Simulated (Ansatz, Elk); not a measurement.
## Mg3ZnBr2N2: X-ray structure factors from the self-consistent density

Structure refinements treat a crystal as free atoms side by side. For a made-up structure of Mg3ZnBr2N2 (cell and positions from a PBE relaxation) the runs below show what the calculated density changes in F(hkl).

Calculated with Elk 11.2.3 (patched build); DFT, PBE, all-electron APW+lo, Dirac cores, scalar-relativistic bands, static density, no spin.

The structure was built from a prototype and need not be the compound's stable phase.

### 1. The starting structure

It takes space group Pm (No. 6, monoclinic). The conventional cell has a = 5.531 Å, b = 3.385 Å, c = 9.188 Å, α = 90.00°, β = 96.30°, γ = 90.00°. Br has 1 Zn at 2.51 Å and 2 Mg at 2.74 Å nearest. Br has 3 Mg at 2.58 to 2.76 Å nearest. Nearest to Zn lie 3 N at 2.03 to 2.19 Å and 1 Br at 2.51 Å. Nearest to Mg lie 3 N at 2.07 to 2.17 Å and 1 Br at 2.58 Å. Mg has 3 N at 2.16 to 2.17 Å and 1 Zn at 2.74 Å and 2 Br at 2.76 Å nearest. Nearest to Mg lie 3 N at 2.16 to 2.22 Å and 2 Br at 2.74 Å and 1 Mg at 2.78 Å. Farther neighbours and most contacts between anions are not listed.

### 2. Ground state and structure factors

An all-electron density is needed, since X-rays see the cores too. Task 0 finds the density and task 195 Fourier-transforms it; tshift is off so that phases refer to the origin typed.

elk.in reads:

```
tasks
  0
  195

xctype
  20

spinpol
  .false.

rgkmax
  7.0

gmaxvr
  14.0

lmaxo
  7

lmaxapw
  8

swidth
  0.002

tshift
  .false.

ramdisk
  .false.

hmaxvr
  5.5

maxscl
  120

epspot
  1e-06

sppath
  './'

avec
  10.44098486964 0.00000000000 0.50143096454
  0.00000000000 6.39759013391 -0.00000000000
  -2.73054294555 -0.00000000000 17.14714852391

atoms
  4
  'Br.in'
  2
  0.5379487523 0.5000000000 1.1779421867   0.000000 0.000000 0.000000
  -0.0435267540 -0.0000000000 0.8313987499   0.000000 0.000000 0.000000
  'Zn.in'
  1
  0.3364019307 0.5000000000 0.4093851656   0.000000 0.000000 0.000000
  'Mg.in'
  3
  0.1722840848 0.0000000000 0.5968530413   0.000000 0.000000 0.000000
  0.7196763329 0.5000000000 0.6252841033   0.000000 0.000000 0.000000
  0.7871007589 -0.0000000000 0.3762343599   0.000000 0.000000 0.000000
  'N.in'
  2
  1.0011251770 0.5000000000 0.4792833481   0.000000 0.000000 0.000000
  0.5152897173 0.0000000000 0.5279190451   0.000000 0.000000 0.000000

ngridk
  4 7 3
```

On the command line:

```sh
$ OMP_NUM_THREADS=4 elk
```

Numbers of over 12 decimals in the logs are rounded to 6 here.

Log:

```text
┌─────────────────────────┐
│ Elk code version 11.2.3 │
└─────────────────────────┘

All units are atomic (Hartree, Bohr, etc.)

┌─────────────────────────────────────────────────┐
│ Ground-state run starting from atomic densities │
└─────────────────────────────────────────────────┘

Lattice vectors :
   10.44098487       0.000000000      0.5014309645
   0.000000000       6.397590134      -0.000000000
  -2.730542946      -0.000000000       17.14714852

Reciprocal lattice vectors :
  0.5972136354       0.000000000      0.9510137949E-01
  -0.000000000      0.9821175123       0.000000000
 -0.1746421038E-01   0.000000000      0.3636463825

Unit cell volume      :    1154.139956
Brillouin zone volume :   0.2149221264

Muffin-tin inner radius fraction :   0.1000000000E-01

Nuclei treated as point charges

Species : 1 (Br)
 parameters loaded from : Br.in
 name : bromine
 nuclear charge    :   -35.00000000
 electronic charge :    35.00000000
 atomic mass :    145656.0816
 muffin-tin radius :    2.400000000
 number of radial points in muffin-tin :    993
 inner part over the whole radius :   0.9934012010E-02
 number on inner part of muffin-tin    :    703
 approximate nuclear radius :   0.7858070945E-04
 number of mesh points to nuclear radius :    344
 atomic positions (lattice), magnetic fields (Cartesian) :
  1 :   0.53794875  0.50000000  0.17794219    0.00000000  0.00000000  0.00000000
  2 :   0.95647325  0.00000000  0.83139875    0.00000000  0.00000000  0.00000000

Species : 2 (Zn)
 parameters loaded from : Zn.in
 name : zinc
 nuclear charge    :   -30.00000000
 electronic charge :    30.00000000
 atomic mass :    119233.3130
 muffin-tin radius :    2.161485510
 number of radial points in muffin-tin :    993
 inner part over the whole radius :   0.9993525220E-02
 number on inner part of muffin-tin    :    700
 approximate nuclear radius :   0.7484757725E-04
 number of mesh points to nuclear radius :    340
 atomic positions (lattice), magnetic fields (Cartesian) :
  1 :   0.33640193  0.50000000  0.40938517    0.00000000  0.00000000  0.00000000

Species : 3 (Mg)
 parameters loaded from : Mg.in
 name : magnesium
 nuclear charge    :   -12.00000000
 electronic charge :    12.00000000
 atomic mass :    44305.30466
 muffin-tin radius :    2.200000000
 number of radial points in muffin-tin :    793
 inner part over the whole radius :   0.9941530515E-02
 number on inner part of muffin-tin    :    552
 approximate nuclear radius :   0.5710277704E-04
 number of mesh points to nuclear radius :    241
 atomic positions (lattice), magnetic fields (Cartesian) :
  1 :   0.17228408  0.00000000  0.59685304    0.00000000  0.00000000  0.00000000
  2 :   0.71967633  0.50000000  0.62528410    0.00000000  0.00000000  0.00000000
  3 :   0.78710076  0.00000000  0.37623436    0.00000000  0.00000000  0.00000000

Species : 4 (N)
 parameters loaded from : N.in
 name : nitrogen
 nuclear charge    :   -7.000000000
 electronic charge :    7.000000000
 atomic mass :    25532.65216
 muffin-tin radius :    1.621114133
 number of radial points in muffin-tin :    593
 inner part over the whole radius :   0.9758298784E-02
 number on inner part of muffin-tin    :    405
 approximate nuclear radius :   0.4939692610E-04
 number of mesh points to nuclear radius :    171
 atomic positions (lattice), magnetic fields (Cartesian) :
  1 :   0.00112518  0.50000000  0.47928335    0.00000000  0.00000000  0.00000000
  2 :   0.51528972  0.00000000  0.52791905    0.00000000  0.00000000  0.00000000

Total number of atoms per unit cell :    8
Total muffin-tin volume :    327.6099497
 ratio of muffin-tin to unit cell volume :   0.2838563451

Spin treatment :
 spin-unpolarised

Number of Bravais lattice symmetries :    4
Number of crystal symmetries         :    2
Crystal has no inversion symmetry
Complex Hermitian eigensolver will be used

k-point grid :      4     7     3
k-point offset :    0.000000000       0.000000000       0.000000000
[...]
total energy                :     -7721.7366855525

Density of states at Fermi energy :   0.1217752589E-03
 (states/Hartree/unit cell)

Estimated indirect band gap :   0.5376454753E-01
 from k-point 17 to k-point 1
Estimated direct band gap   :   0.5397145476E-01
 at k-point 1

Charges :
 core                        :    58.00000000
 valence                     :    92.00000000
 interstitial                :    10.02368116
 muffin-tins (core leakage)
  species : 1 (Br)
[...]
species : 2 (Zn)
[...]
species : 3 (Mg)
[...]
species : 4 (N)
[...]
total in muffin-tins        :    139.9763188
 total calculated charge     :    149.9997292
 total charge                :    150.0000000
 error                       :   0.2708482079E-03

RMS change in Kohn-Sham potential (target) :    1.213389158     (  0.1000000000E-05)
Absolute change in total energy (target)   :   0.5360142504E-01 (  0.1000000000E-03)

[... loops 3 to 17 left out ...]

┌──────────────────┐
│ Loop number : 18 │
└──────────────────┘

Energies :
 Fermi                       :     0.103394
 sum of occupied eigenvalues :     -4437.0977155133
 electron kinetic            :      7885.3284056177
 core electron kinetic       :      6980.5596512399
 Coulomb                     :     -15285.921117483
 Coulomb potential           :     -11907.376694743
 nuclear-nuclear             :     -786.04032891469
 electron-nuclear            :     -17107.663346463
 Hartree                     :      2607.7825578956
 Madelung                    :     -9332.2327701110
 xc potential                :     -415.04942638798
 exchange                    :     -312.82710514472
 correlation                 :     -6.711491
 electron entropic           :    -0.62075889432397E-09
 total energy                :     -7720.1313075543

Density of states at Fermi energy :   0.9153993626E-05
 (states/Hartree/unit cell)

Estimated indirect band gap :   0.6207610911E-01
 from k-point 1 to k-point 1
Estimated direct band gap   :   0.6207610911E-01
 at k-point 1

Charges :
 core                        :    58.00000000
 valence                     :    92.00000000
 interstitial                :    10.79596797
 muffin-tins (core leakage)
  species : 1 (Br)
[...]
species : 2 (Zn)
[...]
species : 3 (Mg)
[...]
species : 4 (N)
[...]
total in muffin-tins        :    139.2040320
 total calculated charge     :    149.9997255
 total charge                :    150.0000000
 error                       :   0.2745086818E-03

RMS change in Kohn-Sham potential (target) :   0.2545779537E-06 (  0.1000000000E-05)
Absolute change in total energy (target)   :   0.1286575480E-04 (  0.1000000000E-03)

Convergence targets achieved

┌──────────────────┐
│ Loop number : 19 │
└──────────────────┘

Energies :
 Fermi                       :     0.103394
 sum of occupied eigenvalues :     -4437.0977144327
 electron kinetic            :      7885.3284052957
 core electron kinetic       :      6980.5596526541
 Coulomb                     :     -15285.921115928
 Coulomb potential           :     -11907.376692795
 nuclear-nuclear             :     -786.04032891469
 electron-nuclear            :     -17107.663345092
 Hartree                     :      2607.7825580788
 Madelung                    :     -9332.2327695304
 xc potential                :     -415.04942693292
 exchange                    :     -312.82710511304
 correlation                 :     -6.711491
 electron entropic           :    -0.62076179860550E-09
 total energy                :     -7720.1313062918

Density of states at Fermi energy :   0.9154038861E-05
 (states/Hartree/unit cell)

Estimated indirect band gap :   0.6207608890E-01
 from k-point 1 to k-point 1
Estimated direct band gap   :   0.6207608890E-01
 at k-point 1

Charges :
 core                        :    58.00000000
 valence                     :    92.00000000
 interstitial                :    10.79596778
 muffin-tins (core leakage)
  species : 1 (Br)
[...]
species : 2 (Zn)
[...]
species : 3 (Mg)
[...]
atom 3                    :    10.53908636     ( -0.9828258740E-07)
  species : 4 (N)
   atom 1                    :    5.955258722     (  0.9840095065E-06)
   atom 2                    :    5.945461957     (  0.9834825077E-06)
 total in muffin-tins        :    139.2040322
 total calculated charge     :    149.9997255
 total charge                :    150.0000000
 error                       :   0.2745085422E-03

┌──────────────────────────────┐
│ Self-consistent loop stopped │
└──────────────────────────────┘

Warning : core states of species 2 leak from the muffin-tin :   0.3342160428E-03

Wrote STATE.OUT
```

It took 1.9 min on 4 threads of AMD EPYC 9B45 (Zen 5), shared host; peak memory 0.32 GiB.

SFACRHO.OUT:

```text

h k l indices transformed by vhmat matrix:
   1.000000000       0.000000000       0.000000000    
   0.000000000       1.000000000       0.000000000    
   0.000000000       0.000000000       1.000000000    

      h      k      l  multipl.   |H|            Re(F)            Im(F)           |F|

      0      0      0      1   0.0000000       150.00000      0.31084681E-16   150.00000    
      0      0      1      1  0.36406550      -32.199049       9.7970305       33.656509    
      0      0     -1      1  0.36406550      -32.199049      -9.7970305       33.656509    
     -1      0      0      1  0.60473829      -9.3225411       4.6338077       10.410665    
      1      0      0      1  0.60473829      -9.3225411      -4.6338077       10.410665    
      1      0     -1      1  0.67077960       17.780803       41.191776       44.865570    
     -1      0      1      1  0.67077960       17.780803      -41.191776       44.865570    
      0      0      2      1  0.72813101      -8.8404672      -16.941977       19.109799    
      0      0     -2      1  0.72813101      -8.8404672       16.941977       19.109799    
     -1      0     -1      1  0.73929622      0.55361418       80.538390       80.540293    
      1      0      1      1  0.73929622      0.55361418      -80.538390       80.540293    
     -1      0      2      1  0.89401875      -12.385886      -60.946457       62.192289    
      1      0     -2      1  0.89401875      -12.385886       60.946457       62.192289    
      0     -1      0      2  0.98211751      -16.522906      0.51897237E-13   16.522906    
     -1      0     -2      1  0.99624133       10.407550       18.642296       21.350697    
      1      0      2      1  0.99624133       10.407550      -18.642296       21.350697    
      0     -1     -1      2   1.0474247       15.502881       60.793143       62.738708    
      0     -1      1      2   1.0474247       15.502881      -60.793143       62.738708
```

Elk indexes on the primitive cell of elk.in and gives |H| = 4π sin θ/λ in inverse bohr. Below, one row stands for each form hkl of the conventional cell (m members, Friedel mates merged), F is for one primitive cell and the density is static (no thermal factor). Free-atom factors are Waasmaier and Kirfel's, and R is Σm||F|−|F'||/Σm|F|.

| hkl | m | sin θ/λ (Å⁻¹) | abs F, DFT | neutral atoms | diff. | abs of complex diff. |
| --- | --- | --- | --- | --- | --- | --- |
| 001 | 2 | 0.055 | 33.656 | 33.368 | +0.289 | 0.308 |
| 100 | 2 | 0.091 | 10.411 | 10.400 | +0.011 | 0.209 |
| 1 0 -1 | 2 | 0.101 | 44.866 | 44.567 | +0.299 | 0.344 |
| 002 | 2 | 0.110 | 19.110 | 19.616 | -0.506 | 0.869 |
| 101 | 2 | 0.111 | 80.540 | 80.391 | +0.149 | 0.161 |
| 1 0 -2 | 2 | 0.134 | 62.192 | 61.699 | +0.494 | 0.536 |
| 010 | 2 | 0.148 | 16.523 | 16.660 | -0.137 | 0.137 |
| 102 | 2 | 0.150 | 21.351 | 20.976 | +0.374 | 0.441 |
| 011 | 4 | 0.158 | 62.739 | 62.311 | +0.428 | 0.472 |
| 003 | 2 | 0.164 | 50.786 | 49.707 | +1.079 | 1.176 |
| 110 | 4 | 0.173 | 68.107 | 68.881 | -0.774 | 0.784 |
| 1 0 -3 | 2 | 0.179 | 16.597 | 17.112 | -0.515 | 0.646 |
| 1 1 -1 | 4 | 0.179 | 6.356 | 5.834 | +0.522 | 1.041 |
| 200 | 2 | 0.182 | 31.589 | 30.857 | +0.732 | 0.983 |

### 3. The highest occupied states alone

An energy window below the Fermi level keeps the highest occupied states, to see at which angles they scatter; shallow core shells can lie inside it and anion s states outside. No new self-consistency is needed.

elk.in, as its differences from that of step 2:

```diff
@@ -1,3 +1,2 @@
 tasks
-  0
   195
@@ -40,2 +39,5 @@
 
+wsfac
+  -0.264100 0.403390
+
 sppath
```

On the command line:

```sh
$ OMP_NUM_THREADS=4 elk
```

Log:

```text
┌─────────────────────────────────┐
│ Elk code version 11.2.3 started │
└─────────────────────────────────┘

Info(readinput): the functional depends on the density's gradient
 muffin-tin radial points multiplied by    2.00000
 (not where nrmtscf is given)

┌────────────────────┐
│ Current task : 195 │
└────────────────────┘
Info(checkmt): changed muffin-tin radius of species 2 (Zn) from   2.4000 to   2.1615
Info(checkmt): changed muffin-tin radius of species 4 (N) from   1.8000 to   1.6211

Info(sfacrho): density structure factors written to SFACRHO.OUT

 Energy window :  -0.2641000000      0.4033900000

┌──────────────────┐
│ Elk code stopped │
└──────────────────┘
```

It took 11 s on 4 threads; peak memory 0.22 GiB.

States within 10 eV below the Fermi level hold 34.00 electrons; any levels below the window count with the cores. Their amplitudes can exceed the total, where window and core parts have opposite phase:

| hkl | sin θ/λ (Å⁻¹) | abs F, window | abs F, all |
| --- | --- | --- | --- |
| 001 | 0.055 | 15.537 | 33.656 |
| 100 | 0.091 | 7.384 | 10.411 |
| 1 0 -1 | 0.101 | 8.657 | 44.866 |
| 002 | 0.110 | 10.564 | 19.110 |
| 101 | 0.111 | 14.599 | 80.540 |
| 1 0 -2 | 0.134 | 10.096 | 62.192 |
| 010 | 0.148 | 8.490 | 16.523 |
| 102 | 0.150 | 5.563 | 21.351 |
| 011 | 0.158 | 11.572 | 62.739 |
| 003 | 0.164 | 10.195 | 50.786 |

### 4. Another functional

The difference from free atoms is small, so it is set against the change that LDA (Perdew-Wang) makes.

elk.in, as its differences from that of step 3:

```diff
@@ -1,2 +1,3 @@
 tasks
+  0
   195
@@ -4,3 +5,3 @@
 xctype
-  20
+  3
 
@@ -39,5 +40,2 @@
 
-wsfac
-  -0.264100 0.403390
-
 sppath
```

On the command line:

```sh
$ OMP_NUM_THREADS=4 elk
```

Log:

```text
┌─────────────────────────┐
│ Elk code version 11.2.3 │
└─────────────────────────┘

All units are atomic (Hartree, Bohr, etc.)

┌─────────────────────────────────────────────────┐
│ Ground-state run starting from atomic densities │
└─────────────────────────────────────────────────┘

Lattice vectors :
   10.44098487       0.000000000      0.5014309645
   0.000000000       6.397590134      -0.000000000
  -2.730542946      -0.000000000       17.14714852

Reciprocal lattice vectors :
  0.5972136354       0.000000000      0.9510137949E-01
[...]
species : 2 (Zn)
[...]
species : 3 (Mg)
[...]
species : 4 (N)
   atom 1                    :    5.929579809     ( -0.2959293883E-05)
   atom 2                    :    5.919642750     ( -0.2960056024E-05)
 total in muffin-tins        :    139.1772533
 total calculated charge     :    149.9997384
 total charge                :    150.0000000
 error                       :   0.2616097332E-03

┌──────────────────────────────┐
│ Self-consistent loop stopped │
└──────────────────────────────┘

Warning : core states of species 2 leak from the muffin-tin :   0.3468091760E-03

Wrote STATE.OUT
[key lines of the parts left out:]
total energy                :     -7707.7330825961
```

Run time: 85 s. Hardware: 4 threads; peak memory 0.29 GiB; 5.2 min of CPU time.

Against the first run R = 0.07 %; the largest change is -0.071 at 3 1 -6.

### 5. A coarser k-mesh

About half the k-points along each axis test the sampling.

elk.in, as its differences from that of step 4:

```diff
@@ -5,3 +5,3 @@
 xctype
-  3
+  20
 
@@ -68,2 +68,2 @@
 ngridk
-  4 7 3
+  2 4 2
```

On the command line:

```sh
$ OMP_NUM_THREADS=4 elk
```

Log:

```text
┌─────────────────────────┐
│ Elk code version 11.2.3 │
└─────────────────────────┘

All units are atomic (Hartree, Bohr, etc.)

┌─────────────────────────────────────────────────┐
│ Ground-state run starting from atomic densities │
└─────────────────────────────────────────────────┘

Lattice vectors :
   10.44098487       0.000000000      0.5014309645
   0.000000000       6.397590134      -0.000000000
  -2.730542946      -0.000000000       17.14714852

Reciprocal lattice vectors :
  0.5972136354       0.000000000      0.9510137949E-01
[...]
species : 2 (Zn)
[...]
species : 3 (Mg)
[...]
species : 4 (N)
   atom 1                    :    5.955980167     (  0.9840554411E-06)
   atom 2                    :    5.946792978     (  0.9835968424E-06)
 total in muffin-tins        :    139.2082967
 total calculated charge     :    149.9997195
 total charge                :    150.0000000
 error                       :   0.2805352321E-03

┌──────────────────────────────┐
│ Self-consistent loop stopped │
└──────────────────────────────┘

Warning : core states of species 2 leak from the muffin-tin :   0.3342047418E-03

Wrote STATE.OUT
[key lines of the parts left out:]
total energy                :     -7720.1295797609
```

The job ended after 41 s (4 threads; peak memory 0.32 GiB; 2 min of CPU time).

Against the first run R = 0.01 %; the largest change is -0.015 at 020.

### 6. Settings against the effect

| run | R against the first run (%) | R against neutral atoms, low angle (%) | wall time |
| --- | --- | --- | --- |
| PBE, rgkmax 7 | 0.00 | 0.70 | 1.9 min |
| LDA (Perdew-Wang) | 0.07 | 0.67 | 85 s |
| k-mesh 2×4×2 | 0.01 | 0.71 | 41 s |

### 7. Summary of results

- R against neutral atoms, sin θ/λ < 0.3 Å⁻¹: 0.70 %
- R against neutral atoms, 0.3 to 0.44 Å⁻¹: 0.31 %

**Reading.** Independent neutral atoms miss the calculated amplitudes by R = 0.70 % below 0.3 Å⁻¹ and 0.31 % from there to 0.44 Å⁻¹; by shells, 0.78 % below 0.15 Å⁻¹ (8 forms), 0.69 % 0.15 to 0.3 (43 forms), 0.31 % 0.3 to 0.45 (98 forms). Bonding, aspherical density and the tables' own atoms all enter these figures, and the runs don't part them. The largest change of an amplitude is +1.08 electrons, at 003. R counts amplitudes alone; phases shift too. Below 0.3 Å⁻¹ the changes that finished (LDA (Perdew-Wang) and k-mesh 2×4×2) move F by R = 0.05 % at most, against the 0.70 % that separates it from free atoms. The basis has no finished test. Part of the difference isn't bonding: the tables are fits to free atoms and ions calculated by other methods than this functional. Thermal motion, anomalous dispersion and extinction are left out.

[Logs are printed without paths, hosts, clocks, repeated set-up lines and the standing remarks that a program may print on its own settings, such as how far it seeks lower states.]

[Hosts, paths, dates, database ids (printed as entryN), source tags and the programs' standing remarks are cut or masked in the printed files.]
